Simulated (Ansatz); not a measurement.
# Lattice dynamics of HfO2 monolayer (1T)

Aim: the vibrations of HfO2 monolayer (1T), their spectra, and whether the structure is stable.

Method: DFT LDA, scalar-relativistic, plane waves, PAW, in Ansatz 0.2.0.

### 1. The structure

The cell holds 3 atoms: 1 Hf and 2 O. Cell: a = 3.240 Å, b = 3.240 Å, c = 20.000 Å, α = 90.0°, β = 90.0°, γ = 120.0°. Vacuum lies along c.

### 2. Coarse relaxation

A rough relaxation comes first, because large forces or stress need no tight tolerances yet.

The program solves this slab on a cell height of its own, 28.3 Å, in place of the one typed.

The input, input.yaml:

```yaml
crystal:
  lattice:
    - [3.24, 0.0, 0.0]
    - [-1.62, 2.80592, 0.0]
    - [0.0, 0.0, 20.0]
  atoms:
    - { symbol: Hf, position: [0.0, 0.0, 0.5] }
    - { symbol: O, position: [0.333333, 0.666667, 0.55635] }
    - { symbol: O, position: [0.666667, 0.333333, 0.44365] }
  periodic: [true, true, false]
kpoints:
  mp_grid: { grid: [9, 9, 1] }
hamiltonian:
  xc: lda
scf:
  occupations: { method: gaussian, width: 0.1 }
output:
  forces: true
  stress: true
  eigenvalues: true
relax:
  adjacent_minimum: "off"
  f_tol: 0.05
  max_steps: 80
  cell: { stress_2d_tol: 0.02 }
```

Run with:

```sh
$ ansatz run input.yaml --threads 4 --pin off --max-ram 14336MiB --backend cpu --events-out ev --progress --plain --runs-dir out
```

Numbers of over 12 decimals in the logs are rounded to 6 here.

The log of the run:

```text
[...]
F+E_penalty+E_count = -16592.13517260 eV   max|allowed force component| = 7.907e-5 eV/Å   (the final SCF, on the basis selected at the relaxed cell)
  cell:  # Å, volume = 250.3835 Å³
    - [3.195824, 0.0, 0]
    - [-1.597912, 2.767665, 0]
    - [0, 0, 28.308]
  atoms:
    - { symbol: Hf, position: [0, 0, 0.353257] }
    - { symbol: O, position: [0.333333, 0.666667, 0.386966] }
    - { symbol: O, position: [0.666667, 0.333333, 0.319548] }
[key lines of the parts left out:]
SCF converged after 7 iterations
Free energy (F): -16592.135173 eV
Fermi energy:    -5.755403 eV
P = ½ c Tr σ = -0.0078 N/m
```

Run time: 12 s. Hardware: 4 threads of AMD EPYC 7R13 (Zen 3), shared host; peak memory 0.59 GiB.

Step by step:

```tsv
step	energy less that of the first step (eV)	largest force component (eV/Å)	volume (Å³)
1	0.0000	3.0685	257.35
2	-0.6328	0.1230	255.35
3	-0.6483	0.0362	250.78
4	-0.6484	0.0073	250.68
5	-0.6484	0.0005	250.66
6*	-0.6432	0.0013	250.66
7	-0.6435	0.0002	250.38
8*	-0.6433	0.0001	250.38
```

Relaxation steps marked * repeat the geometry before them on a plane-wave basis chosen anew for their cell, so energy and pressure can jump there.

Forces are held to the 12 operations that the run works with; a distortion that breaks them can't arise in this run.

```tsv
cell as run	before	after	change
a (Å)	3.240	3.196	-1.4 %
b (Å)	3.240	3.196	-1.4 %
```

The atoms that moved most (Å, along periodic axes as changes of fractional coordinates times the final cell, across vacuum about the mean position):

```tsv
atom	dx	dy	dz	length
O2	0.000	0.000	-0.173	0.173
O3	0.000	0.000	0.173	0.173
```

The relaxed structure:

```xyz
3
Lattice="3.1958 0.0000 0.0000 -1.5979 2.7677 0.0000 0.0000 0.0000 28.3080" Properties=species:S:1:pos:R:3
Hf    0.0000    0.0000   10.0000
O     0.0000    1.8451   10.9542
O     1.5979    0.9226    9.0458
```

This step gave:

- gap on the k-mesh: 4.923 eV
- direct gap on mesh: 5.138 eV
- area per atom: 2.948 Å²

The relaxation ends with a largest force component of 7.9e-5 eV/Å.

### 3. Bringing the structure to rest

The cell and atoms are relaxed, since residual forces and stress would shift the frequencies.

The input, input.yaml:

```yaml
crystal:
  lattice:
    - [3.195824426, 0.0, 0.0]
    - [-1.597912213, 2.7676651389, 0.0]
    - [0.0, 0.0, 28.308]
  atoms:
    - { symbol: Hf, position: [0.0, 0.0, 0.3532570298] }
    - { symbol: O, position: [0.3333333333, 0.6666666667, 0.3869659292] }
    - { symbol: O, position: [0.6666666667, 0.3333333333, 0.3195481304] }
  periodic: [true, true, false]
kpoints:
  mp_grid: { grid: [9, 9, 1] }
hamiltonian:
  xc: lda
scf:
  occupations: { method: gaussian, width: 0.02 }
output:
  forces: true
  stress: true
  eigenvalues: true
relax:
  adjacent_minimum: "off"
  f_tol: 0.005
  max_steps: 80
  cell: { stress_2d_tol: 0.02 }
```

The log of the run:

```text
[...]
Crystal: 3 atoms, lattice volume = 250.383 Å³
Basis set: ecut = 420 eV, 4943 PW (Γ)
Bands: 23, of which v1, the nominal top of the filled ones, is band 19 counted from 1 (18 counted from 0)
Symmetry: 12 space group operations
[...]
k-points: 12 of 81
[...]
--- Relaxed structure (1 steps of the walk, 1 accepted, 1 SCFs on fresh bases) ---
[...]
cell:  # Å, volume = 250.3835 Å³
    - [3.195824, 0.0, 0.0]
    - [-1.597912, 2.767665, 0.0]
    - [0.0, 0.0, 28.308]
  atoms:
    - { symbol: Hf, position: [0.0, 0.0, 0.353257] }
    - { symbol: O, position: [0.333333, 0.666667, 0.3869659292] }
    - { symbol: O, position: [0.666667, 0.333333, 0.319548] }
[key lines of the parts left out:]
SCF converged after 6 iterations
Free energy (F): -16592.135173 eV
Fermi energy:    -5.756081 eV
P = ½ c Tr σ = -0.0078 N/m
```

Run time: 3.5 s. Hardware: 4 threads; peak memory 0.57 GiB.

Little changed from the start: no atom moved by 0.005 Å and no cell edge by 0.1 %.

### 4. Tight relaxation

Phonons need a cell at rest on their own settings, so the relaxation is repeated with tight tolerances on forces and stress, using the mesh and the filling of the phonon run that follows.

input.yaml, the sections that differ from step 3:

```yaml
kpoints:
  mp_grid: { grid: [12, 12, 1] }
scf:
  occupations: { method: fixed }
relax:
  adjacent_minimum: "off"
  f_tol: 0.001
  max_steps: 60
  cell: { stress_2d_tol: 0.002 }
# crystal, hamiltonian, output: as in step 3
```

The log of the run:

```text
[...]
Crystal: 3 atoms, lattice volume = 250.383 Å³
Basis set: ecut = 420 eV, 4943 PW (Γ)
Bands: 23, of which v1, the nominal top of the filled ones, is band 19 counted from 1 (18 counted from 0)
Symmetry: 12 space group operations
[...]
k-points: 19 of 144
[...]
k-point 18: bands = [... 15 lower, -11.1981, -9.3615, -9.3615, -8.8301, -3.1327, -1.6524, -1.6524, 2.3335]
--- Relaxed structure (2 steps of the walk, 2 accepted, 1 SCFs on fresh bases) ---
[...]
cell:  # Å, volume = 250.3610 Å³
    - [3.195681, 0.0, 0]
    - [-1.597841, 2.767541, 0]
    - [0, 0, 28.308]
  atoms:
    - { symbol: Hf, position: [0, 0, 0.353257] }
    - { symbol: O, position: [0.333333, 0.666667, 0.386970] }
    - { symbol: O, position: [0.666667, 0.333333, 0.319544] }
[key lines of the parts left out:]
SCF converged after 7 iterations
Free energy (F): -16592.135136 eV
Fermi energy:    -8.195716 eV
P = ½ c Tr σ = 0.0002 N/m
```

It took 5.2 s on 4 threads; peak memory 0.6 GiB.

Little changed from the start: no atom moved by 0.005 Å and no cell edge by 0.1 %.

This step gave:

| Property | Result |
| --- | --- |
| gap on the k-mesh | 4.880 eV |

The largest force component left is 0.54 meV/Å, within the tolerances set.

### 5. Linear response at the zone centre

The zone centre comes first: it holds the modes that light can see, as far as symmetry allows. The response to a homogeneous field gives the Born charges and the dielectric tensor, and its change with displacement the Raman tensors.

The input, input.yaml:

```yaml
crystal:
  lattice:
    - [3.195681106, 0.0, 0.0]
    - [-1.597840553, 2.7675410202, 0.0]
    - [0.0, 0.0, 28.308]
  atoms:
    - { symbol: Hf, position: [0.0, 0.0, 0.3532570298] }
    - { symbol: O, position: [0.3333333333, 0.6666666667, 0.386969607] }
    - { symbol: O, position: [0.6666666667, 0.3333333333, 0.3195444526] }
  periodic: [true, true, false]
kpoints:
  mp_grid: { grid: [12, 12, 1] }
hamiltonian:
  xc: lda
scf:
  occupations: { method: fixed }
output:
  eigenvalues: true
phonons:
  method: dfpt
  dielectric: true
  raman: true
```

The log of the run:

```text
Warning: phonons.dielectric: true without phonons.rigid_motions: the static dielectric tensor ε⁰ will be withheld (ε∞, Z* and the rows of modes are given); for a crystal or a slab, whose only rigid motions are the translations, set phonons.rigid_motions: translations
Warning: crystal.symmetry: narrowed to the stabiliser of the run's FFT grids — unitary ops 12 → 6. A phonons.method: dfpt run fills in the rows of the dynamical matrix that it does not solve by its symmetry operations, which is exact only for operations that map its FFT grids onto themselves: filled in by any other, the frequencies could depend on the order in which like atoms are typed, or, by more than the grids' own error, on where the crystal sits among the grids' points. Excluded: 6 operations. The run can therefore solve more perturbations, solve them on more k-points, or both, and cost more. [rest of the remark cut]
[...]
Crystal: 3 atoms, lattice volume = 250.361 Å³
Basis set: ecut = 420 eV, 4931 PW (Γ), exchange–correlation on 48×48×384 points (8 copies of the dense FFT grid, shifted against one another)
Bands: 23, of which v1, the nominal top of the filled ones, is band 19 counted from 1 (18 counted from 0)
Symmetry: 12 space group operations
k-points: 43 of 144 (irreducible under 2 space group operations, time reversal used)
[...]
SCF iter   1: F=—  HF=-16592.174013 eV  |F-HF|=—  |Δ(HF+E_count)|=         —  Δρ=8.04e-3  dr2=1.67e-1  ethr=1.77e-3  ⟨swp⟩=6.8  Hψ=5541  notcnv=0  defer=85
[...]
SCF iter   9: F=-16592.135020 eV  HF=-16592.135020 eV  |F-HF|=2.18e-11  |Δ(HF+E_count)|=   1.11e-9  Δρ=9.69e-8  dr2=1.07e-11  ethr=1.00e-12  ⟨swp⟩=22.0  Hψ=11989  notcnv=0
SCF 1 converged in 9 iterations: F = -16592.135020 eV  dr2 = 1.07e-11
[...]
DFPT response loops at Γ: preconditioner auto → none (the input reference at scf.mixing.eps_inf says where Resta's filter doesn't serve); β = 0.50; Broyden in place of MSR1
── the response to a field inside a basis, on 12×12×1 k-points: an SCF that follows is theirs, and a resumed run solves both again ──
Bands: 20, of which v1, the nominal top of the filled ones, is band 19 counted from 1 (18 counted from 0)
k-points: 42 of 144 (irreducible under 2 space group operations, time reversal used)
[...]
Eigensolver: Dense (42 Hₖ)
SCF iter   1: F=—  HF=-16592.137448 eV  |F-HF|=—  |Δ(HF+E_count)|=         —  Δρ=2.40e-4  dr2=2.66e-5  ethr=1.00e-1
[...]
SCF iter   7: F=-16592.137436 eV  HF=-16592.137436 eV  |F-HF|=4.37e-11  |Δ(HF+E_count)|=  5.46e-11  Δρ=1.22e-7  dr2=1.89e-11  ethr=1.02e-12
SCF 1 converged in 7 iterations: F = -16592.137436 eV  dr2 = 1.89e-11
[...]
SCF converged after 9 iterations
Free energy (F): -16592.135020 eV
[...]
Internal energy: -16592.135020 eV  (E = F + TS)
E sigma→0 (E₀):  -16592.135020 eV
Fermi energy:    -8.195801 eV
[...]
--- Band table (eV; the first three rows and the last of 43) ---
  k-point 0: bands = [... 15 lower, -11.6142, -8.8860, -8.3786, -8.3786, -3.0155, -3.0155, -2.5386, -0.5969]
  k-point 1: bands = [... 15 lower, -11.5236, -8.8229, -8.6509, -8.4906, -3.0205, -2.8352, -2.3256, -0.5396]
  k-point 2: bands = [... 15 lower, -11.2880, -9.4336, -8.7533, -8.4901, -3.0757, -2.3791, -1.8966, -0.4137]
  k-point 42: bands = [... 15 lower, -10.6713, -9.6250, -9.4774, -8.4845, -2.8582, -2.0634, -1.4055, 1.6892]
--- Phonons (Γ-DFPT): 6 representative perturbations + reference, on 43 of 144 k-points (Σ response iterations 25) ---
  ASR residual: 1.515e-4 → 0.000e0 eV/Å²; symmetrization residual: 1.866e-5 eV/Å²
  The last average, over the group as it would stand without the narrowing to the FFT grids, took up to 1.092e-5 eV/Å² of the zone centre's force constants
  ASR residual per site (eV/Å²): 2.88e-5 1.52e-4 1.34e-4
  Γ frequencies (cm⁻¹): 0.00 0.00 0.00 292.17 292.17 538.07 538.07 541.08 561.46
  ε∞ (high-frequency dielectric tensor):
        1.627922     0.000000     0.000000
        0.000000     1.627922    -0.000000
        0.000000    -0.000000     1.103659
  α∞ (the layer's polarisability for a field applied outside it; Å, Gaussian; ε∞ is over the cell's 28.308 Å):
        1.414507     0.000000     0.000000
        0.000000     1.414507    -0.000000
        0.000000    -0.000000     0.233510
  ε⁰ (static dielectric tensor): not given — the deck does not say what the cell's rigid motions are, and on a molecule in a box or a wire the rigid rotations would enter the sum over the modes at Γ. For a crystal or a slab, whose only rigid motions are the translations, set phonons.rigid_motions: translations.
  Born effective charges Z* (e; rows j = field, columns β = displacement):
    site 0:
         6.15346    0.00000   -0.00000
         0.00000    6.15346    0.00000
         0.00000   -0.00000    0.90262
    site 1:
        -3.07673    0.00000    0.00000
         0.00000   -3.07673   -0.00000
         0.00000    0.00000   -0.45131
    site 2:
        -3.07673    0.00000    0.00000
         0.00000   -3.07673   -0.00000
         0.00000    0.00000   -0.45131
  Z* charge neutrality: 5.505e-5 e pre-enforcement
  k-mesh period / interband length: 38.3 Å / 1.36 Å = 28.29 at k = (0.0000, 0.0000, 0.0000), direct gap 5.363 eV — 14 or more, which is no proof of convergence; an axis of the mesh has one division: compare the results on two meshes, or along an axis of vacuum in a longer cell
  Raman tensors (in the event stream and the table raman_tensors.tsv): an entry may err by 3.6e-2 Å², one of the second-order susceptibility by 3.9e-21 pm/V (basis, points and sum rule); their sum over the sites missed zero by 4.441e-16 Å² ahead of its enforcement
  optical modes at Γ without the LO–TO term, one row a degenerate level:
      ω (cm⁻¹)  modes    IR ((D/Å)²/amu)  static Raman (Å⁴/amu)  depolarisation
        292.17      2            64.3906                 0.0000               —
        538.07      2             0.0000                46.8834           0.750
        541.08      1             0.6927                 0.0000               —
        561.46      1             0.0000                16.8168           0.074
```

Run time: 2.8 min. Hardware: 4 threads; peak memory 2 GiB.

In the SCF lines HF is the Harris–Foulkes energy and dr2 the Hartree energy of the density residual, in eV; the loop may stop once dr2 is under the threshold and the program's other checks hold. Hψ counts applications of the Hamiltonian.

This step gave:

```yaml
sum_rule_residual_before_enforcement: 1.52e-4 eV/Å²
miss_of_the_charge_sum_rule: 5.51e-5 e
point_group: -3m
highest_optical_mode_at_the_zone_centre_no_lo_to_term: 561.5 cm⁻¹
lowest_optical_zone_centre_mode: 292.2 cm⁻¹
largest_born_charge_third_of_the_trace: 4.403 e
```

Without the LO-TO term. Patterns of degenerate modes are one choice out of their space. Modes at Γ, with each element's share of the kinetic energy:

```tsv
mode	frequency (cm⁻¹)	symmetry	Hf %	O %
1	0.0	acoustic	85	15
2	0.0	acoustic	85	15
3	0.0	acoustic	85	15
4	292.2	Eu	15	85
5	292.2	Eu	15	85
6	538.1	Eg	0	100
7	538.1	Eg	0	100
8	541.1	A2u	15	85
9	561.5	A1g	0	100
```

Displacements in mode 5 (292.2 cm⁻¹), the largest set to 1:
```
Hf1  0.00 -0.18  0.00
O2   0.00  1.00  0.00
O3   0.00  1.00  0.00
```

Displacements in mode 6 (538.1 cm⁻¹), the largest set to 1:
```
Hf1  0.00  0.00  0.00
O2   0.03  1.00  0.00
O3  -0.03 -1.00  0.00
```

High-frequency dielectric tensor, averaged over the cell of height 28.3 Å or as lengthened by the program, vacuum included. Tensor:

```tsv
	x	y	z
x	1.628	0	0
y	0	1.628	0
z	0	0	1.104
```

Born charge (rows field, columns displacement) (e), principal values of the symmetric part by kind of site:

```tsv
atom	atoms with these values	low	middle	high	mean
Hf1	1	0.90	6.15	6.15	4.40
O2	2	-3.08	-3.08	-0.45	-2.20
```

In full for O2:

```
-3.08  0.00  0.00
 0.00 -3.08  0.00
 0.00  0.00 -0.45
```

Transverse modes. Infrared lines, with heights relative to the strongest:

```tsv
position (cm⁻¹)	label	relative intensity
292	Eu	100
538	Eg	0.0
541	A2u	1.1
562	A1g	0.0
```

Activity x (w_L - w)^4 (n + 1)/w, 532 nm, 300 K. Lines of the Raman spectrum (strongest = 100):

```tsv
position (cm⁻¹)	label	relative intensity
292	Eu	0.0
538	Eg	100
541	A2u	0.0
562	A1g	34
```

Before it was imposed, the acoustic sum rule was missed by 1.5e-4 eV/Å² and the charge sum rule by 5.5e-5 e. Small misses are needed for a sound result but don't prove that mesh and cutoff are converged. The lowest optical mode is real, 292 cm⁻¹.

[end of part 1 of 2]

[Logs are printed without paths, hosts, clocks, repeated set-up lines and the standing remarks that a program may print on its own settings, such as how far it seeks lower states.]

[Hosts, paths, dates, database ids (printed as entryN), source tags and the programs' standing remarks are cut or masked in the printed files.]
